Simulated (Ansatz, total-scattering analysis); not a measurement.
# A molecular-dynamics model of La4Ti9O24 and its diffraction

Aim: the structure of La4Ti9O24 at 2000 K, and the X-ray and neutron patterns it would give.

Method: ab initio molecular dynamics with Ansatz (PBE-D3(BJ), plane waves, PAW default files, Langevin thermostat, no spin, fixed volume), at a lowered cutoff of 330 eV. Composition: La 10.8, Ti 24.3, O 64.9 atom %; 74 atoms. The average runs over 0.80 ps of 74 atoms, so shells between rare elements are rough. Mean temperature 1968 K, largest m.s.d. 1.42 Å², energy drift -25 meV an atom (last third less first, no steady trend), Langevin friction 10 ps⁻¹; the first quarter of the run is discarded. Preparation: a classical melt of Nd4Ti9O24 with the elements renamed and the cell rescaled, then 0.1 ps at 2800 K with a cheaper basis and a friction of 10 ps⁻¹ (mean temperature of the first stage 2900 K), too short to forget the start in full. So short a stretch relaxes bonds and nearest shells but still remembers its start.

## The run

The step of 1.5 fs has to resolve the fastest vibration, that of the lightest atoms and stiffest bonds. The volume is fixed, since the run is too short for a cell to find its own; the mean pressure then hints how far the functional is from its own density, with errors up to a few GPa from cell size, k-points and loose SCF steps (the program warns of the last). One k-point, Γ, is the usual economy for a cell of this size. The cutoff is set below the recommended one to buy more steps; structure barely notices, but the pressure then carries a basis error too. Smeared occupations keep the forces smooth should levels come near the Fermi energy. A dispersion term is added because semilocal functionals bind large anions and molecules too weakly, which shows as excess pressure at a given density. A Langevin thermostat samples the right structure once equilibrated, but its friction lowers diffusion.

input.yaml:

```yaml
crystal:
  lattice:
    - [9.9645, 0.0, 0.0]
    - [0.0, 9.9645, 0.0]
    - [0.0, 0.0, 9.9645]
  atoms:
    - { symbol: La, position: [0.94588, 0.43694, 0.60229] }
    - { symbol: La, position: [0.85188, 0.46313, 0.11927] }
    - { symbol: La, position: [0.50057, 0.61678, 0.07611] }
    - { symbol: La, position: [0.70601, 0.55123, 0.36825] }
[... 68 atom lines left out ...]
    - { symbol: O, position: [0.7452, 0.84264, 0.65138] }
    - { symbol: O, position: [0.7879, 0.07831, 0.56234] }
kpoints:
  mp_grid: { grid: [1, 1, 1] }
scf:
  occupations: { method: fermi_dirac, width: 0.1723 }
hamiltonian:
  xc: pbe
  pseudopotentials: { kind: paw }
  dispersion: d3bj
output:
  forces: true
  stress: true
basis:
  ecutwfc: 330.0
md:
  timestep: 1.5
  n_steps: 706
  ensemble: nvt_langevin
  temperature: 2000.0
  initial_velocities: maxwell_boltzmann
  seed: 7
```

```console
$ ansatz run input.yaml --threads 4 --pin off --max-ram 18432MiB --backend cpu --events-out ev --progress --plain --runs-dir out
```

```text
Warning: md: disabling space-group detection — thermal motion breaks the input geometry's symmetry, so no spatial operation reduces the k-mesh or symmetrises the density; time reversal is kept, so that k and −k are [...]
Warning: basis.ecutwfc = 330 eV is below the records' recommended 420 eV, and the density's cutoff is lower with it unless basis.ecutrho_ratio is high enough to keep the records' density cutoff: compare with a run at a [...]
Warning: output.stress: scf.convergence.dr2_threshold = 7.4e-8 eV (the default of an md: trajectory) is looser than the 7.4e-9 eV advised for a printed stress (1e-10 eV for each atom of the cell: 74). What an SCF [...]
Warning: RAYON_NUM_THREADS=4 ignored (pool sized by the plan → 4); use --threads N
band count auto-derived: 380 (N_el = 592.0; filled up to band 296; 370 by the electrons, moments and atoms)
Engine: ansatz 0.2.0, aarch64-unknown-linux-gnu
Pseudopotential: La, paw, valence charge 11, recommended cutoff 420 eV (normal), La.paw.azcp
Pseudopotential: Ti, paw, valence charge 12, recommended cutoff 420 eV (normal), Ti.paw.azcp
Pseudopotential: O, paw, valence charge 6, recommended cutoff 420 eV (normal), O.paw.azcp
Functional definition: PBE
Crystal: 74 atoms, lattice volume = 989.388 Å³
Basis set: ecut = 330 eV, 13397 PW (Γ), exchange–correlation on 120×120×120 points (8 copies of the dense FFT grid, shifted against one another)
Bands: 380, of which v1, the nominal top of the filled ones, is band 296 counted from 1 (295 counted from 0)
k-points: 1
[... other set-up lines, SCF lines and steps between those shown are left out ...]
md step     0: t =     0.00 fs  T =  1973.0 K  F+E_penalty+E_count = -122314.93708887 eV  E_kin = 18.871960 eV  P_inst = 5.4165 GPa  (14 SCF iters)
md step     1: t =     1.50 fs  T =  1947.3 K  F+E_penalty+E_count = -122315.27892145 eV  E_kin = 18.626000 eV  P_inst = 5.3699 GPa  (12 SCF iters, 3 dispersion substeps)
md step    28: t =    42.00 fs  T =  2643.8 K  F+E_penalty+E_count = -122320.76153665 eV  E_kin = 25.288759 eV  P_inst = 3.0999 GPa  (9 SCF iters, 3 dispersion substeps)
md step    56: t =    84.00 fs  T =  2137.5 K  F+E_penalty+E_count = -122319.89504718 eV  E_kin = 20.445416 eV  P_inst = 5.7130 GPa  (9 SCF iters, 3 dispersion substeps)
md step    84: t =   126.00 fs  T =  2344.5 K  F+E_penalty+E_count = -122322.51853294 eV  E_kin = 22.425493 eV  P_inst = 6.0520 GPa  (9 SCF iters, 3 dispersion substeps)
md step   112: t =   168.00 fs  T =  2251.1 K  F+E_penalty+E_count = -122322.78677911 eV  E_kin = 21.532203 eV  P_inst = 0.6887 GPa  (9 SCF iters, 3 dispersion substeps)
md step   140: t =   210.00 fs  T =  2032.5 K  F+E_penalty+E_count = -122324.63583669 eV  E_kin = 19.441699 eV  P_inst = 5.4106 GPa  (14 SCF iters, 3 dispersion substeps)
md step   168: t =   252.00 fs  T =  2126.8 K  F+E_penalty+E_count = -122325.38431346 eV  E_kin = 20.343151 eV  P_inst = 6.1089 GPa  (9 SCF iters, 3 dispersion substeps)
md step   196: t =   294.00 fs  T =  2006.7 K  F+E_penalty+E_count = -122323.71662280 eV  E_kin = 19.194598 eV  P_inst = 5.3748 GPa  (9 SCF iters, 3 dispersion substeps)
md step   224: t =   336.00 fs  T =  2115.2 K  F+E_penalty+E_count = -122327.40226375 eV  E_kin = 20.232076 eV  P_inst = 5.9167 GPa  (9 SCF iters, 3 dispersion substeps)
md step   252: t =   378.00 fs  T =  1930.3 K  F+E_penalty+E_count = -122328.90908484 eV  E_kin = 18.463542 eV  P_inst = 3.6234 GPa  (9 SCF iters, 3 dispersion substeps)
md step   280: t =   420.00 fs  T =  1690.9 K  F+E_penalty+E_count = -122329.12169780 eV  E_kin = 16.173798 eV  P_inst = 4.2468 GPa  (11 SCF iters, 3 dispersion substeps)
md step   308: t =   462.00 fs  T =  2032.8 K  F+E_penalty+E_count = -122326.00118035 eV  E_kin = 19.443898 eV  P_inst = 2.7563 GPa  (9 SCF iters, 3 dispersion substeps)
md step   336: t =   504.00 fs  T =  2154.0 K  F+E_penalty+E_count = -122326.86796874 eV  E_kin = 20.603274 eV  P_inst = 7.1634 GPa  (9 SCF iters, 3 dispersion substeps)
md step   364: t =   546.00 fs  T =  2019.7 K  F+E_penalty+E_count = -122325.49389127 eV  E_kin = 19.318973 eV  P_inst = 6.4328 GPa  (9 SCF iters, 3 dispersion substeps)
md step   392: t =   588.00 fs  T =  2336.1 K  F+E_penalty+E_count = -122324.42512687 eV  E_kin = 22.345146 eV  P_inst = 8.3797 GPa  (9 SCF iters, 3 dispersion substeps)
md step   420: t =   630.00 fs  T =  2047.1 K  F+E_penalty+E_count = -122323.95374925 eV  E_kin = 19.580979 eV  P_inst = 5.4933 GPa  (12 SCF iters, 3 dispersion substeps)
md step   448: t =   672.00 fs  T =  2204.9 K  F+E_penalty+E_count = -122328.13505121 eV  E_kin = 21.089943 eV  P_inst = 3.0701 GPa  (9 SCF iters, 3 dispersion substeps)
md step   476: t =   714.00 fs  T =  2040.0 K  F+E_penalty+E_count = -122328.59906747 eV  E_kin = 19.512894 eV  P_inst = 3.3537 GPa  (9 SCF iters, 3 dispersion substeps)
md step   504: t =   756.00 fs  T =  2111.3 K  F+E_penalty+E_count = -122330.00475357 eV  E_kin = 20.194985 eV  P_inst = 5.8034 GPa  (9 SCF iters, 3 dispersion substeps)
md step   532: t =   798.00 fs  T =  1946.3 K  F+E_penalty+E_count = -122329.44212202 eV  E_kin = 18.616766 eV  P_inst = 5.9732 GPa  (9 SCF iters, 3 dispersion substeps)
md step   560: t =   840.00 fs  T =  1759.6 K  F+E_penalty+E_count = -122329.32516671 eV  E_kin = 16.831198 eV  P_inst = 2.8860 GPa  (12 SCF iters, 3 dispersion substeps)
md step   588: t =   882.00 fs  T =  1764.2 K  F+E_penalty+E_count = -122328.13921027 eV  E_kin = 16.874681 eV  P_inst = 2.3577 GPa  (9 SCF iters, 3 dispersion substeps)
md step   616: t =   924.00 fs  T =  1677.1 K  F+E_penalty+E_count = -122328.59869194 eV  E_kin = 16.042046 eV  P_inst = 4.9024 GPa  (9 SCF iters, 3 dispersion substeps)
md step   644: t =   966.00 fs  T =  2041.2 K  F+E_penalty+E_count = -122327.26835337 eV  E_kin = 19.524725 eV  P_inst = 4.6379 GPa  (9 SCF iters, 3 dispersion substeps)
md step   672: t =  1008.00 fs  T =  1738.6 K  F+E_penalty+E_count = -122326.73369929 eV  E_kin = 16.629746 eV  P_inst = 1.9465 GPa  (9 SCF iters, 3 dispersion substeps)
md step   700: t =  1050.00 fs  T =  2054.2 K  F+E_penalty+E_count = -122326.23697002 eV  E_kin = 19.649306 eV  P_inst = 6.7467 GPa  (13 SCF iters, 3 dispersion substeps)
[... last step's energies and forces left out ...]
--- MD trajectory: 706 steps, t = 0.0 → 1059.0 fs ---
  final state: T = 2010.9 K   F+E_penalty+E_count = -122325.82093587 eV   E_kin = 19.235054 eV
```

Run time: 120 min on 4 threads of Arm Neoverse V1 (shared host), peak memory 1.3 GiB.

## Analysis

S(Q) is the Faber–Ziman total, Σ ci cj fi fj (Sij − 1)/⟨f⟩² + 1. Below 4 Å⁻¹ the partials are summed on the cell's own reciprocal vectors (from 0.63 Å⁻¹) and folded with a Gaussian of σ = 0.14 Å⁻¹; above it they are transforms of g(r) out to 6.8 Å, tapered over the last 40 %. The fold lowers sharp peaks, and with so few vectors their positions are good to about 0.1 Å⁻¹. X-rays take neutral-atom form factors, neutrons coherent lengths (La 8.24, Ti -3.37, O 5.8037 fm). G(r) = 4πrρ₀[g(r) − 1] carries the resolution of a Lorch-windowed transform up to 20 Å⁻¹. The patterns are simulated, not measured. The cell is small: beyond half the box only the part of each shell inside it is counted, and low-Q values rest on few vectors. It is averaged over 133 frames.

```csv
T (K),state,density (g/cm³),first clear X-ray maximum (Å⁻¹),its height (X-ray),first clear neutron maximum (Å⁻¹),its height (neutron),Ti–O (Å),O around Ti,La–O (Å),held,"D over the elements, rough (10⁻⁹ m²/s)"
2000,liquid,4.600,2.00,1.63,2.65,3.74,1.83,5.38,2.36,"volume, 4.6 GPa mean",-
```

X-ray S(Q):

```csv
Q (Å⁻¹),2000 K
0.8,-0.58
1.1,-0.56
1.4,-0.28
1.7,0.74
2.0,1.63
2.3,1.07
2.6,0.56
2.9,0.74
3.2,0.90
3.5,1.20
3.8,1.43
4.1,1.12
4.4,0.88
4.7,0.81
5.0,0.94
5.3,1.07
5.6,1.08
5.9,1.00
6.2,0.94
6.5,0.93
6.8,0.97
7.1,1.03
7.4,1.07
7.7,1.04
8.0,0.99
8.3,0.97
8.6,0.99
8.9,1.01
```

At 2000 K the maxima of S(Q), Q in Å⁻¹ (height), are X-ray: 2.00 (1.63), 3.71 (1.50), 5.46 (1.09), 7.42 (1.07); neutron: 2.65 (3.74), 5.26 (1.44), 9.04 (1.07). Its shells:

| pair | first peak (Å) | g there | first minimum (Å) | g there | neighbours | X-ray weight (f = Z) | neutron weight |
| --- | --- | --- | --- | --- | --- | --- | --- |
| Ti–O | 1.83 | 5.6 | 2.78 | 0.26 | 5.4 O per Ti, 2.0 Ti per O | 0.20 | -0.42 |
| La–O | 2.36 | 2.6 | 3.46 | 0.45 | 8.8 O per La, 1.5 La per O | 0.23 | 0.46 |
| O–O | 2.80 | 2.3 | 4.16 | 0.72 | 13.5 | 0.10 | 0.96 |
| Ti–Ti | 3.41 | 2.6 | 4.42 | 0.58 | 6.5 | 0.10 | 0.05 |
| La–Ti | 3.68 | 2.6 | 4.56 | 0.79 | 7.4 Ti per La, 3.3 La per Ti | 0.24 | -0.10 |
| La–La | 3.79 | 3.5 | 4.84 | 0.52 | 4.5 | 0.14 | 0.05 |

Bonded neighbours (only these pairs count: cutoffs La–O 3.46 Å, Ti–O 2.78 Å): La: 6 2.5 %, 7 7.5 %, 8 29 %, 9 38 %, 10 17 %, 11 5.8 %, 12 0.8 %; Ti: 4 9.3 %, 5 48 %, 6 41 %, 7 1.9 %; O: 2 5.1 %, 3 47 %, 4 43 %, 5 4.6 %. For La–O and Ti–O g doesn't fall to zero at the cutoff, so those shares hang on where it is put. O–La–O peak at 64°, O–Ti–O peak at 88° and Ti–O–Ti peak at 94°. These counts come from 15 frames.

The tapered transform alone would put 1.52 at the X-ray maximum of 2.00 Å⁻¹, where the reciprocal vectors give 1.63: a cut in r lowers sharp peaks, which is why the direct sum is used there.

**Reading.** The first Ti–O shell holds 5.4 O at 1.83 Å. The first La–O shell holds 8.8 O at 2.36 Å, with no empty gap behind it, so neighbours come and go. Anions around each cation, with the position of the first peak: La 8.8 (La–O 2.36 Å, to 3.46 Å, a soft count) and Ti 5.4 (Ti–O 1.83 Å, to 2.78 Å). The weights that differ most between the probes (X-ray, neutron): O–O 0.10 and 0.96, Ti–O 0.20 and -0.42 and La–Ti 0.24 and -0.10. At 2.65 Å⁻¹ neutrons show a peak (3.74) where X-rays give 0.57: term by term, w(S − 1) with f = Z as a rough X-ray weight: O–O +1.35 against +0.14, Ti–O +0.82 against -0.39 and La–Ti +0.11 against -0.27 (neutron against X-ray).

[Logs are printed without paths, hosts, clocks, repeated set-up lines and the standing remarks that a program may print on its own settings, such as how far it seeks lower states.]
